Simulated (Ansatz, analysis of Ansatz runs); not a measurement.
# Reproducing a measured zero-phonon line: NV- centre in diamond, part 2 of 2

Aim: the zero-phonon line of the NV- centre in diamond, to be set beside the measurement. Set-up: r2SCAN, 216-site cell, r2SCAN lattice, 500 eV, k: the zone centre alone. The model is a cell of 216 host atoms with 1 site emptied and N put on another atom's site. The excitation energy is a difference of total energies with one electron moved up within one spin channel. A meta-GGA costs about twice a GGA and mends lattice constants and part of the gap.

Ansatz 0.2.0; r2SCAN, 216-site cell, r2SCAN lattice, 500 eV, k: the zone centre alone.

So far, integral of the absolute spin density (μB): step 2 (relaxation, charge −1) 2.42.

## Step 3: Ground state

Both spins' levels are needed to pick the two between which the electron moves, so the ground state is solved with empty bands.

This step: plane-wave PAW DFT, r2SCAN; single point of a defect supercell.

The input, ground/input.yaml:

```yaml
crystal:
  lattice:
    - [10.68081151, 0.0, 0.0]
    - [0.0, 10.68081151, 0.0]
    - [0.0, 0.0, 10.68081151]
  atoms:
    - { symbol: C, position: [2.926e-06, 0.000132325, 0.166700212] }
    - { symbol: C, position: [-0.000162104, 0.166754066, 9.2214e-05] }
    - { symbol: C, position: [0.166624171, -3.2334e-05, 9.211e-05] }
    - { symbol: C, position: [0.166777278, 0.166907215, 0.167025325] }
    - { symbol: C, position: [0.083396575, 0.083525664, 0.250134468] }
    - { symbol: C, position: [0.08331832, 0.250110536, 0.083608771] }
    - { symbol: C, position: [0.249980759, 0.083448435, 0.083608605] }
    - { symbol: C, position: [0.250339292, 0.250467879, 0.250557656] }
    - { symbol: C, position: [-3.5997e-05, 9.3691e-05, 0.500010303] }
    - { symbol: C, position: [6.7906e-05, 0.166884946, 0.333391219] }
    - { symbol: C, position: [0.166755477, 0.000197155, 0.333391036] }
    - { symbol: C, position: [0.166083992, 0.166212911, 0.500338309] }
    - { symbol: C, position: [0.082966163, 0.083095787, 0.583415483] }
    - { symbol: C, position: [0.083426826, 0.250142503, 0.416934604] }
    - { symbol: C, position: [0.250012698, 0.083555366, 0.416933645] }
    - { symbol: C, position: [0.248637078, 0.248765589, 0.583813696] }
    - { symbol: C, position: [-0.000162495, -3.2521e-05, 0.833305247] }
    - { symbol: C, position: [-0.000407502, 0.16665249, 0.666736771] }
    - { symbol: C, position: [0.166522448, -0.00027724, 0.666736878] }
    - { symbol: C, position: [0.166367602, 0.166498058, 0.833562168] }
    - { symbol: C, position: [0.083146906, 0.083277162, 0.91678287] }
    - { symbol: C, position: [0.082762861, 0.249799673, 0.750260384] }
    - { symbol: C, position: [0.24967005, 0.082893626, 0.750259649] }
    - { symbol: C, position: [0.249669884, 0.249799954, 0.917166605] }
    - { symbol: C, position: [0.000172682, 0.333447464, 0.166888471] }
    - { symbol: C, position: [-3.7038e-05, 0.500049237, -3.3491e-05] }
    - { symbol: C, position: [0.166522189, 0.33332251, 0.000337765] }
    - { symbol: C, position: [0.166618013, 0.500214525, 0.16660169] }
    - { symbol: C, position: [0.083759646, 0.416908174, 0.25042679] }
    - { symbol: C, position: [0.083289044, 0.583340885, 0.083190274] }
[... 77 lines left out ...]
    - { symbol: "N", position: [0.408654665, 0.408770974, 0.591310382] }
[... 99 lines left out ...]
    - { symbol: C, position: [0.666606448, 0.666737209, 0.833078777] }
    - { symbol: C, position: [0.666694933, 0.83346452, 0.666452506] }
    - { symbol: C, position: [0.833334591, 0.666824861, 0.666452539] }
    - { symbol: C, position: [0.833260729, 0.833390846, 0.833156626] }
    - { symbol: C, position: [0.749956902, 0.750086977, 0.916504695] }
    - { symbol: C, position: [0.74985497, 0.916848139, 0.749854461] }
    - { symbol: C, position: [0.916717876, 0.749985034, 0.749854781] }
    - { symbol: C, position: [0.916573887, 0.916703932, 0.916591143] }
total_charge: -1
basis:
  ecutwfc: 500
  xc_grid: 2
hamiltonian:
  xc: r2scan
kpoints:
  mp_grid: { grid: [1, 1, 1] }
magnetization:
  spin_polarized: true
  initial_magnetization: 2
  spin_locking: { lock_magnetization: hard }
scf:
  occupations: { method: fermi_dirac, width: 0.01 }
  max_iter: 120
  n_extra_bands: 20
  lower_state_search: "off"
output:
  forces: true
  eigenvalues: true
  eigenstates: { localisation: true }
checkpoint:
  read: "../relax.run"
  write: "../ground.run"
  compress: false
  write_wavefunctions: true
  write_every: 100000
```

The run is started by

```bash
$ ansatz run input.yaml --threads 32 --pin off --max-ram 84787MiB --backend cuda --events-out ev --progress --plain --runs-dir out --max-vram 78GiB
```

Numbers of over 12 decimals in the logs are rounded to 6 here.

The log of the run:

```text
[...]
Warning: the atoms were moved onto the symmetric positions of the space group found under crystal.symmetry.tolerance 1.0e-5 (fractional; [...]
Warning: the band count 452 (scf.n_extra_bands) hosts the net moment |M| = 2.0000 μB (N_el = 862) but caps the reachable moment at 2·n_bands − N_el = 42.0000 μB, below the 647 bands that the automatic rule leaves for it — a moment growing past the seed, or [...]
[...]
Warning: checkpoint.read: the run can stay near the saved state's solution: 18 site(s) moved relative to the saved geometry (max |Δs| = 6.755e-6 fractional); [...]
[...]
device memory: the entry about to start is reckoned to put 7.9 GiB on a device that reports 140.0 GiB free (of which the cap on the GPU budget leaves the run 78.0 GiB)
GPU FFT provider: cuFFT
GPU libraries: cuBLAS 13.8.1, cuFFT 12.4.0, cuSOLVER 12.3.2
[...]
this state was not tested for a lower state beside it, because the mixer in use, unlike msr1, does not test its closes by its own steps (another_mixer; see scf.mixing.algorithm and scf.lower_state_search)
SCF converged after 3 iterations
Magnetization: 2.0000 μB (432.0000 up, 430.0000 down)
Absolute magnetization: 2.4236 μB (∫|ρ↑−ρ↓|, with the PAW one-centre terms)
[...]
Per-site moments (μB) at R_I (Å): [(-4.0196813140872255e-5, 0.635818), (9.203871489362044e-6, 0.635452), (9.203871489381353e-6, 0.635452), [... 6 left out ...]
Free energy (F): -54194.994765 eV
[...]
Internal energy: -54194.994765 eV  (E = F + TS)
E sigma→0 (E₀):  -54194.994765 eV
Fermi energy:    15.856680 (↑ 16.265529, ↓ 15.694188) eV
[...]
--- Forces (eV/Å), atoms counted from 1 ---
  atom   1  C      0.00016418     0.00016418     0.00020827
  atom   2  C      0.00024715    -0.00020904    -0.00018088
  [... 4 atoms left out ...]
  [... 209 more lines of this table ...]
  max |Σ_I F_I| component: 8.89e-3 eV/Å
--- Band table (eV) ---
[...]
```

Elapsed: 2.5 s, on 1 × NVIDIA GB200 with 32 threads of Arm Neoverse V2, shared host; peak memory 1.5 GiB.

Reading the cycles: dr2 is the Hartree energy of the density residual (eV), the measure of convergence; HF is the Harris–Foulkes estimate of the energy, which meets the free energy F at convergence.

Numbers from this step:

```yaml
free_energy: -54194.9948 eV
total_moment: 2 μB
integral_of_the_absolute_spin_density: 2.424 μB
spin_contamination: 0.01736
```

From eigenstates.tsv, first k-point; energies on the run's zero. The participation number counts the atoms that a state is spread over, of 215; bands count from 0.

| spin | band | energy (eV) | occupation | participation | largest share on | share |
| --- | --- | --- | --- | --- | --- | --- |
| down | 424 | 11.882 | 1.00 | 132.8 | C134 | 0.02 |
| down | 425 | 12.138 | 1.00 | 9.7 | N108 | 0.30 |
| down | 426 | 13.143 | 1.00 | 176.0 | C109 | 0.02 |
| down | 427 | 13.160 | 1.00 | 207.9 | C134 | 0.01 |
| down | 428 | 13.160 | 1.00 | 207.9 | C104 | 0.01 |
| down | 429 | 14.568 | 1.00 | 11.6 | N108 | 0.18 |
| down | 430 | 16.827 | 0.00 | 6.4 | C109 | 0.28 |
| down | 431 | 16.827 | 0.00 | 6.4 | C111 | 0.36 |
| down | 432 | 17.649 | 0.00 | 196.6 | C21 | 0.01 |
| down | 433 | 17.649 | 0.00 | 196.6 | C17 | 0.01 |
| down | 434 | 17.676 | 0.00 | 193.4 | C21 | 0.01 |
| up | 426 | 12.960 | 1.00 | 83.5 | N108 | 0.08 |
| up | 427 | 13.096 | 1.00 | 186.9 | C109 | 0.02 |
| up | 428 | 13.096 | 1.00 | 186.9 | C111 | 0.02 |
| up | 429 | 13.834 | 1.00 | 13.1 | N108 | 0.25 |
| up | 430 | 14.886 | 1.00 | 6.0 | C109 | 0.28 |
| up | 431 | 14.886 | 1.00 | 6.0 | C111 | 0.38 |
| up | 432 | 17.646 | 0.00 | 196.9 | C21 | 0.01 |
| up | 433 | 17.646 | 0.00 | 196.9 | C17 | 0.01 |
| up | 434 | 17.663 | 0.00 | 193.4 | C20 | 0.01 |
| up | 435 | 17.700 | 0.00 | 186.8 | C9 | 0.01 |
| up | 436 | 17.700 | 0.00 | 186.8 | C3 | 0.01 |

Under r2SCAN at the zone centre alone, the highest filled state is spin up, spread over 6 of 215 atoms, and the lowest empty one, 1.94 eV above it, is spin down, spread over 6 of 215 atoms.

The largest moments in the atoms' spheres: C110 0.27, C109 0.27, C111 0.27, C142 0.02, C63 0.02, C32 0.02 μB.

## Step 4: Excited state at the ground state's structure

One electron is moved to the upper level and held there by its overlap; at the ground state's structure the energy difference is the vertical absorption.

This step: plane-wave PAW DFT, r2SCAN; single point of a defect supercell.

excited/input.yaml, as its differences from ground/input.yaml of step 3:

```diff
@@ -60,4 +60,9 @@
 scf:
-  occupations: { method: fermi_dirac, width: 0.01 }
-  max_iter: 120
+  occupations:
+    method: fermi_dirac
+    width: 0.01
+    excite:
+      from: { channel: down, k: 0, band: v2, track: overlap }
+      to: { channel: down, k: 0, band: v1, track: overlap }
+  max_iter: 150
   n_extra_bands: 20
@@ -66,7 +71,5 @@
   forces: true
-  eigenvalues: true
-  eigenstates: { localisation: true }
 checkpoint:
-  read: "../relax.run"
-  write: "../ground.run"
+  read: "../ground.run"
+  write: "../excited.run"
   compress: false
```

The log of the run:

```text
[...]
GPU FFT provider: cuFFT
GPU libraries: cuBLAS 13.8.1, cuFFT 12.4.0, cuSOLVER 12.3.2
[...]
Crystal: 215 atoms, lattice volume = 1218.464 Å³
Basis set: ecut = 500 eV, 31103 PW (Γ), exchange–correlation on 160×160×160 points (8 copies of the dense FFT grid, shifted against one another)
Bands: 452, of which v1, the nominal top of the filled ones, is band 431 counted from 1 (430 counted from 0)
Symmetry: 2 space group operations
[...]
k-points: 1
Excitation: hole v2 ↓ at k 0, (0, 0, 0); particle v1 ↓ at k 0, (0, 0, 0); 1.000000e0 electrons a cell; the bands as a deck names them, k counted from 0 among the points solved; in brackets its point in fractional reciprocal coordinates
[...]
SCF converged after 15 iterations
[...]
the last check of whether an eigenvalue changes by more than its tolerance under the output density was not made (delta_scf_excitation)
Magnetization: 2.0000 μB (432.0000 up, 430.0000 down)
Absolute magnetization: 2.4010 μB (∫|ρ↑−ρ↓|, with the PAW one-centre terms)
[...]
Per-site moments (μB) at R_I (Å): [(0.000158678, 0.635818), (5.656377953518499e-5, 0.635452), (5.6563779535149736e-5, 0.635452), [... 6 left out ...]
Free energy (F): -54192.910056 eV
[...]
Internal energy: -54192.910056 eV  (E = F + TS)
E sigma→0 (E₀):  -54192.910056 eV
Fermi energy:    16.271807 (↑ 16.663987, ↓ 15.011543) eV  (of the remaining states, beside the excitation)
[...]
--- Forces (eV/Å), atoms counted from 1 ---
  atom   1  C      0.00470583     0.00470583    -0.00682214
  atom   2  C      0.00636586     0.00976687    -0.00480153
  [... 4 atoms left out ...]
  [... 209 more lines of this table ...]
  max |Σ_I F_I| component: 1.10e-2 eV/Å
--- Band table (eV) ---
[...]
[key lines of the parts left out:]
Converged-ψ floor refinement (derivative, response, wavefunction or occupation consumer): ⟨swp⟩=2.0  Hψ=1913  notcnv=0
```

Wall time 3.3 s (1 × NVIDIA GB200 with 32 threads); peak memory 1.7 GiB.

Read from the output:

```yaml
free_energy: -54192.9101 eV
total_moment: 2 μB
integral_of_the_absolute_spin_density: 2.401 μB
spin_contamination: 0.01990
```

For the integral of the absolute spin density, step 3 gave 2.42 μB; this run, with other occupations, gives 2.40 μB.

## Step 5: Relaxation in the excited state

The zero-phonon line joins two minima, so the atoms are relaxed with the electron held in the upper level.

This step: plane-wave PAW DFT, r2SCAN; Delta-SCF with one electron moved between two levels, relaxation of all atoms.

excited_relax/input.yaml, as its differences from excited/input.yaml of step 4:

```diff
@@ -73,3 +73,3 @@
   read: "../ground.run"
-  write: "../excited.run"
+  write: "../excited_relax.run"
   compress: false
@@ -77 +77,5 @@
   write_every: 100000
+relax:
+  f_tol: 0.02
+  max_steps: 50
+  escape_saddle: false
```

The log of the run:

```text
[...]
Crystal: 215 atoms, lattice volume = 1218.464 Å³
Basis set: ecut = 500 eV, 31103 PW (Γ), exchange–correlation on 160×160×160 points (8 copies of the dense FFT grid, shifted against one another)
Bands: 452, of which v1, the nominal top of the filled ones, is band 431 counted from 1 (430 counted from 0)
Symmetry: 2 space group operations
[...]
k-points: 1
[...]
SCF iter   1: F=—  HF=-54194.994765 eV  |Δ(HF+E_count)|=         —  Δρ=4.48e-7 (↑4.39e-7 ↓4.48e-7)  dr2=4.73e-9  dr2_τ=5.99e-11  dr2_m=1.99e-11  M=2.000 μB ∫|m|=2.424 μB  Hψ=5102
[...]
SCF 1 converged in 15 iterations: F = -54192.910056 eV  dr2 = 1.28e-8
[...]
Absolute magnetization: 2.4172 μB (∫|ρ↑−ρ↓|, with the PAW one-centre terms)
[...]
Per-site moments (μB) at R_I (Å): [(0.000121664, 0.635823), (2.1052380961661517e-5, 0.635868), (2.1052380961655066e-5, 0.635868), [... 6 left out ...]
Free energy (F): -54193.154857 eV
[...]
Internal energy: -54193.154857 eV  (E = F + TS)
E sigma→0 (E₀):  -54193.154857 eV
[...]
--- Forces (eV/Å), atoms counted from 1 ---
  atom   1  C      0.00038337     0.00038337    -0.00113565
  atom   2  C      0.00017500     0.00031175    -0.00045663
  [... 4 atoms left out ...]
  [... 209 more lines of this table ...]
  max |Σ_I F_I| component: 3.54e-3 eV/Å
--- Band table (eV) ---
[...]
--- Relaxed structure (5 steps of the walk, 5 accepted, 0 SCFs on fresh bases) ---
  F+E_penalty+E_count = -54193.15485749 eV   max|allowed force component| = 3.941e-3 eV/Å
  atoms:
    - { symbol: C, position: [-5.6070282762359897e-5, 7.374988933068502e-5, 0.166646] }
    - { symbol: C, position: [-3.8075160574892295e-5, 0.166755, 3.0551873304174194e-5] }
    [... 4 atoms left out ...]
  [... 209 more lines of this table ...]
[key lines of the parts left out:]
SCF converged after 7 iterations
Magnetization: 2.0000 μB (432.0000 up, 430.0000 down)
```

Elapsed: 7.5 s, on 1 × NVIDIA GB200 with 32 threads; peak memory 1.7 GiB; 25 s of CPU time.

The steps of the relaxation:

| step | energy less that of the first step (eV) | largest force component (eV/Å) |
| --- | --- | --- |
| 1 | 0.0000 | 1.7235 |
| 2 | -0.2155 | 0.4347 |
| 3 | -0.2406 | 0.1672 |
| 4 | -0.2447 | 0.0256 |
| 5 | -0.2448 | 0.0039 |

Forces are held to the 2 operations that the run works with; a distortion that breaks them can't arise in this run.

The atoms that moved most (Å):

| atom | dx | dy | dz | length |
| --- | --- | --- | --- | --- |
| C110 | 0.035 | -0.063 | -0.002 | 0.072 |
| C109 | -0.063 | 0.035 | -0.002 | 0.072 |
| N108 | 0.036 | 0.036 | -0.033 | 0.060 |
| C111 | 0.022 | 0.022 | 0.050 | 0.059 |
| C176 | 0.021 | -0.026 | -0.012 | 0.035 |
| C128 | -0.026 | 0.021 | -0.012 | 0.035 |
| C157 | 0.016 | -0.019 | 0.003 | 0.025 |
| C63 | -0.019 | 0.016 | 0.003 | 0.025 |

The atoms nearest to the centre after the run:

| atom | distance (Å) |
| --- | --- |
| N108 | 1.629 |
| C111 | 1.689 |
| C110 | 1.691 |
| C109 | 1.693 |
| C107 | 2.498 |
| C106 | 2.499 |
| C105 | 2.499 |
| C177 | 2.501 |
| C130 | 2.502 |
| C114 | 2.502 |
| C113 | 2.503 |
| C185 | 2.506 |
| C138 | 2.507 |
| C200 | 2.508 |
| C176 | 2.525 |
| C128 | 2.527 |

Read from the output:

```
free energy                           : -54193.1549 eV
total moment                          : 2 μB
integral of the absolute spin density : 2.417 μB
spin contamination                    : 0.01888
```

The relaxation ends 1.1 meV an atom lower, with a largest force component of 0.0039 eV/Å.

## Step 6: Ground state at the excited state's structure

The ground state at the excited structure gives the vertical emission.

This step: plane-wave PAW DFT, r2SCAN; single point of a defect supercell.

The input, ground_at_excited/input.yaml:

```yaml
crystal:
  lattice:
    - [10.68081151, 0.0, 0.0]
    - [0.0, 10.68081151, 0.0]
    - [0.0, 0.0, 10.68081151]
  atoms:
    - { symbol: C, position: [-5.607e-05, 7.375e-05, 0.166646216] }
    - { symbol: C, position: [-3.8075e-05, 0.166755158, 3.0552e-05] }
    - { symbol: C, position: [0.166625338, 9.1745e-05, 3.0552e-05] }
    - { symbol: C, position: [0.166893221, 0.167023041, 0.166890182] }
    - { symbol: C, position: [0.083435632, 0.083565452, 0.250006065] }
    - { symbol: C, position: [0.083476721, 0.250159353, 0.083457851] }
    - { symbol: C, position: [0.250029533, 0.083606541, 0.083457851] }
    - { symbol: C, position: [0.25046525, 0.250595071, 0.250497161] }
    - { symbol: C, position: [1.3208e-05, 0.000143028, 0.499839846] }
    - { symbol: C, position: [0.000244066, 0.166729968, 0.333290268] }
    - { symbol: C, position: [0.166600148, 0.000373886, 0.333290268] }
    - { symbol: C, position: [0.166652518, 0.166782338, 0.500025746] }
    - { symbol: C, position: [0.08328318, 0.083413001, 0.583367117] }
    - { symbol: C, position: [0.083568548, 0.250253978, 0.416750786] }
    - { symbol: C, position: [0.250124157, 0.083698368, 0.416750786] }
    - { symbol: C, position: [0.249615522, 0.249745342, 0.583686054] }
    - { symbol: C, position: [-0.00011272, 1.71e-05, 0.833301242] }
    - { symbol: C, position: [-7.6418e-05, 0.166745604, 0.666688834] }
    - { symbol: C, position: [0.166615784, 5.3402e-05, 0.666688834] }
    - { symbol: C, position: [0.166588481, 0.166718302, 0.833439447] }
    - { symbol: C, position: [0.083232159, 0.083361979, 0.916717343] }
    - { symbol: C, position: [0.083127126, 0.249939716, 0.750129962] }
    - { symbol: C, position: [0.249809896, 0.083256946, 0.750129962] }
    - { symbol: C, position: [0.249892972, 0.250022792, 0.916910848] }
    - { symbol: C, position: [0.000241427, 0.33335905, 0.166734545] }
    - { symbol: C, position: [-2.46e-06, 0.500061948, -0.00029653] }
    - { symbol: C, position: [0.166794641, 0.333462305, 0.000187242] }
    - { symbol: C, position: [0.166098274, 0.500409516, 0.166215963] }
    - { symbol: C, position: [0.083598651, 0.416958569, 0.250198288] }
    - { symbol: C, position: [0.082954388, 0.583304178, 0.082928848] }
[... 77 lines left out ...]
    - { symbol: "N", position: [0.411990865, 0.412120685, 0.588226802] }
[... 99 lines left out ...]
    - { symbol: C, position: [0.666577904, 0.666707725, 0.83345079] }
    - { symbol: C, position: [0.666543591, 0.833488678, 0.666657854] }
    - { symbol: C, position: [0.833358858, 0.666673411, 0.666657854] }
    - { symbol: C, position: [0.833178969, 0.83330879, 0.833328002] }
    - { symbol: C, position: [0.749866468, 0.749996288, 0.916788066] }
    - { symbol: C, position: [0.749882806, 0.916761439, 0.750010332] }
    - { symbol: C, position: [0.916631619, 0.750012626, 0.750010332] }
    - { symbol: C, position: [0.916542512, 0.916672332, 0.916652564] }
total_charge: -1
basis:
  ecutwfc: 500
  xc_grid: 2
hamiltonian:
  xc: r2scan
kpoints:
  mp_grid: { grid: [1, 1, 1] }
magnetization:
  spin_polarized: true
  initial_magnetization: 2
  spin_locking: { lock_magnetization: hard }
scf:
  occupations: { method: fermi_dirac, width: 0.01 }
  max_iter: 120
  n_extra_bands: 20
  lower_state_search: "off"
output:
  forces: true
checkpoint:
  read: "../ground.run"
  write: "../ground_at_excited.run"
  compress: false
  write_wavefunctions: true
  write_every: 100000
```

The log of the run:

```text
[...]
GPU FFT provider: cuFFT
GPU libraries: cuBLAS 13.8.1, cuFFT 12.4.0, cuSOLVER 12.3.2
[...]
Crystal: 215 atoms, lattice volume = 1218.464 Å³
Basis set: ecut = 500 eV, 31103 PW (Γ), exchange–correlation on 160×160×160 points (8 copies of the dense FFT grid, shifted against one another)
Bands: 452, of which v1, the nominal top of the filled ones, is band 431 counted from 1 (430 counted from 0)
Symmetry: 2 space group operations
[...]
k-points: 1
[...]
GPU buffer pool allocated for 512000 grid points (all kernels)
[...]
SCF iter  12: F=-54194.784899 eV  HF=-54194.784899 eV  |Δ(HF+E_count)|=   7.50e-8  Δρ=1.07e-6 (↑8.47e-7 ↓1.07e-6)  dr2=2.84e-8  dr2_τ=3.89e-10  dr2_m=1.38e-9  M=2.000 μB ∫|m|=2.452 μB  Hψ=3586
SCF 1 converged in 12 iterations: F = -54194.784899 eV  dr2 = 2.84e-8
[...]
NSCF: frozen V_eff on 1 k-points
[...]
SCF converged after 12 iterations
Magnetization: 2.0000 μB (432.0000 up, 430.0000 down)
Absolute magnetization: 2.4524 μB (∫|ρ↑−ρ↓|, with the PAW one-centre terms)
[...]
Per-site moments (μB) at R_I (Å): [(-3.8735347946323705e-5, 0.635823), (4.143871260225929e-6, 0.635868), (4.14387126023519e-6, 0.635868), [... 6 left out ...]
Free energy (F): -54194.784899 eV
[...]
Internal energy: -54194.784899 eV  (E = F + TS)
E sigma→0 (E₀):  -54194.784899 eV
Fermi energy:    15.780346 (↑ 16.273604, ↓ 15.761236) eV
[...]
--- Forces (eV/Å), atoms counted from 1 ---
  atom   1  C     -0.00262092    -0.00262092     0.00543357
  atom   2  C     -0.00457685    -0.00712804     0.00273552
  [... 4 atoms left out ...]
  [... 209 more lines of this table ...]
  max |Σ_I F_I| component: 6.67e-3 eV/Å
--- Band table (eV) ---
[...]
```

Wall time 2.9 s (1 × NVIDIA GB200 with 32 threads); peak memory 1.8 GiB; 8.2 s of CPU time.

Read from the output:

```yaml
free_energy: -54194.7849 eV
total_moment: 2 μB
integral_of_the_absolute_spin_density: 2.452 μB
spin_contamination: 0.01942
```

## Step 7: What came out

```json
{
  "difference of the two Kohn-Sham levels": "2.26 eV",
  "vertical absorption energy": "2.08 eV",
  "zero-phonon line (relaxed excited less relaxed ground state)": "1.84 eV",
  "vertical emission energy": "1.63 eV",
  "time of the whole chain": "30 s on 32 threads and a graphics card"
}
```

In words: Zero-phonon line: computed 1.84 eV, measured 1.945 eV; 0.11 eV below the measurement. Delta-SCF with one determinant leaves out multiplet mixing and the dynamic Jahn-Teller effect.

[Logs are printed without paths, hosts, clocks, repeated set-up lines and the standing remarks that a program may print on its own settings, such as how far it seeks lower states.]

[Hosts, paths, dates, database ids (printed as entryN), source tags and the programs' standing remarks are cut or masked in the printed files.]

[For some hosts the program warned that the k-mesh of the response run may be too coarse for force constants and the static dielectric constant; such warnings are not shown here.]
